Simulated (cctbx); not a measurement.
# Sc2B3Pd7 with cctbx, script by script

Library: cctbx 2025.11. The data are simulated by the first script.

## 1. Simulate the data

run.py:

```python
from cctbx import adptbx, crystal, miller, sgtbx, xray
from cctbx.array_family import flex
from iotbx.shelx import hklf
from scitbx import matrix
import scitbx.random

cs = crystal.symmetry(unit_cell=(5.217, 5.217, 13.551, 90, 90, 120), space_group_symbol='Hall: -P 6 2')  # P6/mmm
atoms = [  # label, site, U (iso, or U11 U22 U33 U12 U13 U23 in A^2), occupancy
    ("Pd1", (0.5, 0, 0.6011), 0.0152, 1),
    ("Pd2", (2/3, 1/3, 0), 0.0174, 1),
    ("Pd3", (0.5, 0, 0.857), 0.0141, 1),
    ("Sc1", (0, 0, 0.7461), 0.0212, 1),
    ("Sc2", (0, 0, 0.5), 0.0196, 1),
    ("Sc3", (0, 0, 0), 0.0204, 1),
    ("B1", (2/3, 1/3, 0.5), 0.0335, 1),
    ("B2", (2/3, 1/3, 0.7334), 0.0292, 1),
]
xs = xray.structure(crystal_symmetry=cs)
for label, site, u, occ in atoms:
    u = adptbx.u_cif_as_u_star(cs.unit_cell(), u) if isinstance(u, tuple) else u
    xs.add_scatterer(xray.scatterer(label, site=site, u=u, occupancy=occ))
xs.set_inelastic_form_factors(0.71073, "sasaki")
xs.show_summary()
p1 = xs.expand_to_p1()
ms = miller.build_set(p1, anomalous_flag=True, d_min=0.75)
flex.set_random_seed(791027)
scitbx.random.set_random_seed(791027)
ms = ms.select(flex.random_double(ms.size()) < 0.5)
i = ms.structure_factors_from_scatterers(p1, algorithm="direct").f_calc().as_intensity_array().data()
i = i * 5000 / flex.max(i)
sig = flex.sqrt(i + flex.pow2(0.04 * i) + 2 ** 2)
noise = scitbx.random.variate(scitbx.random.normal_distribution())(i.size())
data = ms.array(data=i + sig * noise, sigmas=sig).set_observation_type_xray_intensity()
with open("data.hkl", "w") as f:
    data.export_as_shelx_hklf(f)
print("reflections written:", data.size(), " <I/sigma> = %.1f" % flex.mean(data.data() / data.sigmas()))
for h, a, b in list(data.sort("data"))[:12]:
    print("%4d%4d%4d %9.1f %7.1f" % (h + (a, b)))
```

```console
$ python run.py
```

```text
Number of scatterers: 8
At special positions: 8
Unit cell: (5.217, 5.217, 13.551, 90, 90, 120)
Space group: P 6/m m m (No. 191)
reflections written: 1513  <I/sigma> = 6.5
  -2   0   0    4946.6   212.1
   0   2   0    4760.7   212.1
   2   0   0    4738.2   212.1
   2  -4   0    3745.9   159.9
   4  -2   0    3618.7   159.9
   2   2   0    3568.5   159.9
   0   2   4    2747.9   114.1
   0   0  -7    2646.0   114.9
   0  -2  -4    2572.4   114.1
  -2   0  -4    2513.6   114.1
   2   0   4    2484.5   114.1
  -2   2  -4    2416.4   114.1
```

Run time: 0.2 s on 1 thread of Arm Neoverse V2, on a shared host, peak memory 0.07 GiB.

## 2. Refinement (right model, isotropic)

run.py:

```python
import math
from cctbx import adptbx, crystal, maptbx, sgtbx, xray
from cctbx.array_family import flex
from cctbx.xray import observations
from iotbx.shelx import hklf
from scitbx.lstbx import normal_eqns_solving
from smtbx import absolute_structure, utils
from smtbx.refinement import constraints, least_squares

cs = crystal.symmetry(unit_cell=(5.217, 5.217, 13.551, 90, 90, 120), space_group_symbol='Hall: -P 6 2')  # P6/mmm
atoms = [  # label, site, U (iso, or U11 U22 U33 U12 U13 U23 in A^2), occupancy
    ("Pd1", (0.5, 0, 0.6015), 0.0200, 1),
    ("Pd2", (2/3, 1/3, 0), 0.0200, 1),
    ("Pd3", (0.5, 0, 0.8579), 0.0200, 1),
    ("Sc1", (0, 0, 0.7467), 0.0200, 1),
    ("Sc2", (0, 0, 0.5), 0.0200, 1),
    ("Sc3", (0, 0, 0), 0.0200, 1),
    ("B1", (2/3, 1/3, 0.5), 0.0200, 1),
    ("B2", (2/3, 1/3, 0.7278), 0.0200, 1),
]
xs = xray.structure(crystal_symmetry=cs)
for label, site, u, occ in atoms:
    u = adptbx.u_cif_as_u_star(cs.unit_cell(), u) if isinstance(u, tuple) else u
    xs.add_scatterer(xray.scatterer(label, site=site, u=u, occupancy=occ))
xs.set_inelastic_form_factors(0.71073, "sasaki")
raw = hklf.reader(file_name="data.hkl").as_miller_arrays(crystal_symmetry=cs, anomalous=True)[0]
merged = raw.eliminate_sys_absent().merge_equivalents()
fo2 = merged.array().set_observation_type_xray_intensity()
print("Rint %.3f, %d unique reflections to %.2f A" % (merged.r_int(), fo2.size(), fo2.d_min()))
for sc in xs.scatterers():
    sc.flags.set_grad_site(True)
    sc.flags.set_grad_u_aniso(sc.flags.use_u_aniso())
    sc.flags.set_grad_u_iso(sc.flags.use_u_iso())
obs = fo2.as_xray_observations()
extra = {}
rep = constraints.reparametrisation(xs, [], utils.connectivity_table(xs), **extra)
ls = least_squares.crystallographic_ls(obs, rep, weighting_scheme=least_squares.mainstream_shelx_weighting(a=0, b=0))
print("cycle     R1     wR2    GooF  max shift (A)")
for cycle in range(8):
    ls.build_up()
    r1, wr2, goof = ls.r1_factor(cutoff_factor=2)[0], ls.wR2(), ls.goof()
    old = xs.sites_cart()
    normal_eqns_solving.levenberg_marquardt_iterations(ls, n_max_iterations=3, tau=1e-06, step_threshold=1e-7)
    big = flex.max((xs.sites_cart() - old).norms())
    print("%4d %7.4f %7.4f %7.3f %9.5f" % (cycle + 1, r1, wr2, goof, big))
    ls.build_up(objective_only=True)
    if abs(ls.wR2() - wr2) < 5e-5 and big < 5e-4:
        break
ls.build_up()
print("final R1 %.4f wR2 %.4f GooF %.3f  parameters %d  data/parameter %.1f" % (ls.r1_factor(cutoff_factor=2)[0], ls.wR2(), ls.goof(), ls.n_parameters, fo2.size() / ls.n_parameters))
cov = ls.covariance_matrix_and_annotations()
su = dict(zip(cov.annotations, (math.sqrt(max(v, 0)) for v in cov.matrix.matrix_packed_u_diagonal())))
a2 = cs.unit_cell().reciprocal_parameters()[0] ** -2
print("atom        x        y        z      Ueq    occ   su(xyz)  su(Uiso or U11)")
for sc in xs.scatterers():
    s = max(su.get(sc.label + k, 0) for k in (".x", ".y", ".z"))
    npd = "" if sc.is_positive_definite_u(cs.unit_cell()) else "  NPD"
    print("%-5s %8.5f %8.5f %8.5f %8.4f %6.3f %8.5f %7.4f%s" % ((sc.label,) + sc.site + (sc.u_iso_or_equiv(cs.unit_cell()), sc.occupancy, s, su.get(sc.label + ".uiso", su.get(sc.label + ".u11", 0) * a2), npd)))
fo = fo2.f_sq_as_f()
fc = fo.structure_factors_from_scatterers(xs, algorithm="direct").f_calc()
diff = fo.f_obs_minus_f_calc(1 / math.sqrt(ls.scale_factor()), fc).average_bijvoet_mates()
m = diff.fft_map(symmetry_flags=maptbx.use_space_group_symmetry, resolution_factor=0.25).apply_volume_scaling()
print("difference map: max %.2f min %.2f rms %.2f" % (m.statistics().max(), m.statistics().min(), m.statistics().sigma()))
peaks = m.peak_search(parameters=maptbx.peak_search_parameters(min_distance_sym_equiv=0.6, max_clusters=6)).all()
near = xs.closest_distances(peaks.sites(), distance_cutoff=4)
sps = cs.special_position_settings(min_distance_sym_equiv=0.5)
for k, (x, h) in enumerate(zip(peaks.sites(), peaks.heights())):
    ss = sps.site_symmetry(x)
    print("Q%-3d %7.4f %7.4f %7.4f %4d %7.2f  %.2f A from %s" % ((k + 1,) + tuple(t % 1 for t in ss.exact_site()) + (ss.multiplicity(), h, near.smallest_distances[k], xs.scatterers()[near.i_seqs[k]].label)))
```

```console
$ python run.py
```

```text
Rint 0.055, 208 unique reflections to 0.75 A
cycle     R1     wR2    GooF  max shift (A)
   1  0.0583  0.1316   2.966   0.07068
   2  0.0189  0.0444   1.001   0.00008
final R1 0.0189 wR2 0.0444 GooF 1.001  parameters 12  data/parameter 17.3
atom        x        y        z      Ueq    occ   su(xyz)  su(Uiso or U11)
Pd1    0.50000  0.00000  0.60113   0.0152  1.000  0.00005  0.0002
Pd2    0.66667  0.33333  0.00000   0.0176  1.000  0.00000  0.0003
Pd3    0.50000  0.00000  0.85703   0.0141  1.000  0.00005  0.0002
Sc1    0.00000  0.00000  0.74614   0.0225  1.000  0.00026  0.0007
Sc2    0.00000  0.00000  0.50000   0.0188  1.000  0.00000  0.0009
Sc3    0.00000  0.00000  0.00000   0.0196  1.000  0.00000  0.0009
B1     0.66667  0.33333  0.50000   0.0389  1.000  0.00000  0.0055
B2     0.66667  0.33333  0.73302   0.0288  1.000  0.00121  0.0031
difference map: max 1.08 min -1.99 rms 0.30
Q1    0.2072  0.4145  0.3809   12    1.15  1.38 A from Pd1
Q2    0.0000  0.0000  0.0707    2    1.10  0.96 A from Sc3
Q3    0.0000  0.5000  0.4534    6    0.85  0.74 A from Pd1
Q4    0.0000  0.2847  0.0000    6    0.80  1.49 A from Sc3
Q5    0.1998  0.5999  0.5000    6    0.79  0.60 A from B1
Q6    0.0000  0.0000  0.4599    2    0.78  0.54 A from Sc2
```

Time: 0.33 s.

## 3. Refinement (right model, anisotropic)

run.py, as its changes from the last script of this kind:

```diff
@@ -12,8 +12,8 @@
-    ("Pd1", (0.5, 0, 0.6015), 0.0200, 1),
-    ("Pd2", (2/3, 1/3, 0), 0.0200, 1),
-    ("Pd3", (0.5, 0, 0.8579), 0.0200, 1),
-    ("Sc1", (0, 0, 0.7467), 0.0200, 1),
-    ("Sc2", (0, 0, 0.5), 0.0200, 1),
-    ("Sc3", (0, 0, 0), 0.0200, 1),
-    ("B1", (2/3, 1/3, 0.5), 0.0200, 1),
-    ("B2", (2/3, 1/3, 0.7278), 0.0200, 1),
+    ("Pd1", (0.5, 0, 0.60113), 0.0152, 1),
+    ("Pd2", (2/3, 1/3, 0), 0.0176, 1),
+    ("Pd3", (0.5, 0, 0.85703), 0.0141, 1),
+    ("Sc1", (0, 0, 0.74614), 0.0225, 1),
+    ("Sc2", (0, 0, 0.5), 0.0188, 1),
+    ("Sc3", (0, 0, 0), 0.0196, 1),
+    ("B1", (2/3, 1/3, 0.5), 0.0389, 1),
+    ("B2", (2/3, 1/3, 0.73302), 0.0288, 1),
@@ -25,0 +26 @@
+xs.convert_to_anisotropic()
```

```console
$ python run.py
```

```text
Rint 0.055, 208 unique reflections to 0.75 A
cycle     R1     wR2    GooF  max shift (A)
   1  0.0189  0.0444   1.028   0.00194
   2  0.0188  0.0441   1.019   0.00001
final R1 0.0188 wR2 0.0441 GooF 1.019  parameters 22  data/parameter 9.5
atom        x        y        z      Ueq    occ   su(xyz)  su(Uiso or U11)
Pd1    0.50000  0.00000  0.60112   0.0152  1.000  0.00006  0.0003
Pd2    0.66667  0.33333  0.00000   0.0176  1.000  0.00000  0.0004
Pd3    0.50000  0.00000  0.85703   0.0141  1.000  0.00005  0.0003
Sc1    0.00000  0.00000  0.74616   0.0225  1.000  0.00026  0.0011
Sc2    0.00000  0.00000  0.50000   0.0187  1.000  0.00000  0.0014
Sc3    0.00000  0.00000  0.00000   0.0194  1.000  0.00000  0.0014
B1     0.66667  0.33333  0.50000   0.0386  1.000  0.00000  0.0086
B2     0.66667  0.33333  0.73316   0.0287  1.000  0.00129  0.0049
difference map: max 1.09 min -2.01 rms 0.30
Q1    0.2071  0.4142  0.3809   12    1.17  1.38 A from Pd1
Q2    0.0000  0.0000  0.0700    2    1.10  0.95 A from Sc3
Q3    0.0000  0.5000  0.4534    6    0.85  0.74 A from Pd1
Q4    0.0000  0.2852  0.0000    6    0.81  1.49 A from Sc3
Q5    0.2000  0.6000  0.5000    6    0.79  0.60 A from B1
Q6    0.0698  0.1395  0.2105   12    0.78  0.86 A from Sc1
```

Time: 0.33 s.

## 4. Refinement

run.py, as its changes from the last script of this kind:

```diff
@@ -19,0 +20 @@
+    ("B3", (0.826, 0.727, 0.769), 0.0300, 1),
@@ -26 +26,0 @@
-xs.convert_to_anisotropic()
@@ -40 +40 @@
-for cycle in range(8):
+for cycle in range(12):
```

```console
$ python run.py
```

```text
Rint 0.055, 208 unique reflections to 0.75 A
cycle     R1     wR2    GooF  max shift (A)
   1  0.0585  0.1357   3.081   0.31037
   2  0.0253  0.0679   1.541   0.16659
   3  0.0217  0.0588   1.334   0.04502
   4  0.0217  0.0587   1.334   0.00478
   5  0.0217  0.0587   1.334   0.00069
   6  0.0217  0.0587   1.334   0.00013
final R1 0.0217 wR2 0.0587 GooF 1.334  parameters 15  data/parameter 13.9
atom        x        y        z      Ueq    occ   su(xyz)  su(Uiso or U11)
Pd1    0.50000  0.00000  0.60111   0.0153  1.000  0.00007  0.0003
Pd2    0.66667  0.33333  0.00000   0.0177  1.000  0.00000  0.0004
Pd3    0.50000  0.00000  0.85705   0.0142  1.000  0.00007  0.0003
Sc1    0.00000  0.00000  0.74612   0.0226  1.000  0.00034  0.0009
Sc2    0.00000  0.00000  0.50000   0.0189  1.000  0.00000  0.0012
Sc3    0.00000  0.00000  0.00000   0.0196  1.000  0.00000  0.0012
B1     0.66667  0.33333  0.50000   0.0391  1.000  0.00000  0.0074
B2     0.66667  0.33333  0.73259   0.0290  1.000  0.00162  0.0042
B3     0.80715  0.61431  0.76190   1.0000  1.000  0.03510  0.3247
difference map: max 1.21 min -2.00 rms 0.34
Q1    0.0000  0.0000  0.0702    2    1.23  0.95 A from Sc3
Q2    0.2066  0.4132  0.3819   12    1.20  1.38 A from Pd1
Q3    0.0000  0.5000  0.4548    6    1.03  0.76 A from Pd1
Q4    0.0000  0.2845  0.0000    6    1.02  1.48 A from Sc3
Q5    0.1996  0.5998  0.5000    6    1.01  0.60 A from B1
Q6    0.0000  0.0000  0.4600    2    0.98  0.54 A from Sc2
```

Time: 0.51 s.

This run holds a fault made on purpose: spurious atom: B3.

## 5. Refinement

run.py, as its changes from the last script of this kind:

```diff
@@ -14 +14 @@
-    ("Pd3", (0.5, 0, 0.85703), 0.0141, 1),
+    ("Gd1", (0.5, 0, 0.85703), 0.0141, 1),
@@ -20 +19,0 @@
-    ("B3", (0.826, 0.727, 0.769), 0.0300, 1),
@@ -26,0 +26 @@
+xs.convert_to_anisotropic()
```

```console
$ python run.py
```

```text
Rint 0.055, 208 unique reflections to 0.75 A
cycle     R1     wR2    GooF  max shift (A)
   1  0.2312  0.5255  12.156   0.04303
   2  0.0976  0.2580   5.968   0.05011
   3  0.0955  0.2570   5.945   0.00969
   4  0.0958  0.2569   5.942   0.00426
   5  0.0958  0.2569   5.942   0.00126
   6  0.0958  0.2569   5.942   0.00028
final R1 0.0958 wR2 0.2569 GooF 5.942  parameters 22  data/parameter 9.5
atom        x        y        z      Ueq    occ   su(xyz)  su(Uiso or U11)
Pd1    0.50000  0.00000  0.60136   0.0036  1.000  0.00032  0.0016
Pd2    0.66667  0.33333  0.00000   0.0070  1.000  0.00000  0.0024
Gd1    0.50000  0.00000  0.85709   0.0243  1.000  0.00032  0.0017
Sc1    0.00000  0.00000  0.74463   0.0139  1.000  0.00159  0.0071
Sc2    0.00000  0.00000  0.50000   0.0046  1.000  0.00000  0.0074
Sc3    0.00000  0.00000  0.00000   0.0021  1.000  0.00000  0.0067  NPD
B1     0.66667  0.33333  0.50000   0.4381  1.000  0.00000  0.0365  NPD
B2     0.66667  0.33333  0.72500   0.0050  1.000  0.00693  0.0182  NPD
difference map: max 13.46 min -7.39 rms 1.73
Q1    0.3333  0.6667  0.0000    2   13.46  0.00 A from Pd2
Q2    0.0000  0.5000  0.4225    6   11.41  0.32 A from Pd1
Q3    0.0000  0.0000  0.5000    1    4.93  0.00 A from Sc2
Q4    0.0000  0.0000  0.2349    2    4.73  0.28 A from Sc1
Q5    0.0000  0.5000  0.0000    3    4.40  1.51 A from Pd2
Q6    0.3333  0.6667  0.5000    2    3.52  0.00 A from B1
```

Time: 0.53 s.

This run holds a fault made on purpose: wrong element: Gd1 is Pd.

## 6. Refinement

run.py, as its changes from the last script of this kind:

```diff
@@ -14 +14 @@
-    ("Gd1", (0.5, 0, 0.85703), 0.0141, 1),
+    ("Pd3", (0.5, 0, 0.85703), 0.0141, 1),
@@ -18,2 +18 @@
-    ("B1", (2/3, 1/3, 0.5), 0.0389, 1),
-    ("B2", (2/3, 1/3, 0.73302), 0.0288, 1),
+    ("B1", (2/3, 1/3, 0.73302), 0.0288, 1),
```

```console
$ python run.py
```

```text
Rint 0.055, 208 unique reflections to 0.75 A
cycle     R1     wR2    GooF  max shift (A)
   1  0.0293  0.0656   1.510   0.01714
   2  0.0292  0.0649   1.494   0.00015
final R1 0.0292 wR2 0.0649 GooF 1.494  parameters 20  data/parameter 10.4
atom        x        y        z      Ueq    occ   su(xyz)  su(Uiso or U11)
Pd1    0.50000  0.00000  0.60108   0.0150  1.000  0.00008  0.0004
Pd2    0.66667  0.33333  0.00000   0.0175  1.000  0.00000  0.0006
Pd3    0.50000  0.00000  0.85709   0.0140  1.000  0.00008  0.0004
Sc1    0.00000  0.00000  0.74615   0.0231  1.000  0.00039  0.0016
Sc2    0.00000  0.00000  0.50000   0.0182  1.000  0.00000  0.0020
Sc3    0.00000  0.00000  0.00000   0.0187  1.000  0.00000  0.0020
B1     0.66667  0.33333  0.73174   0.0294  1.000  0.00195  0.0075
difference map: max 7.13 min -2.43 rms 0.39
Q1    0.3333  0.6667  0.5000    2    7.38  2.04 A from Pd1
Q2    0.2040  0.4080  0.3828   12    1.23  1.39 A from Pd1
Q3    0.0000  0.5000  0.4529    6    0.98  0.73 A from Pd1
Q4    0.0000  0.2867  0.0000    6    0.93  1.50 A from Sc3
Q5    0.0000  0.2506  0.4590   12    0.82  1.42 A from Sc2
Q6    0.0000  0.2199  0.1560   12    0.77  1.47 A from Pd3
```

Run time: 0.36 s on 1 thread of Arm Neoverse V2 (shared host), peak memory 0.09 GiB.

This run holds a fault made on purpose: atom left out: B1.

[Logs are printed without paths, hosts, clocks, repeated set-up lines and the standing remarks that a program may print on its own settings, such as how far it seeks lower states.]
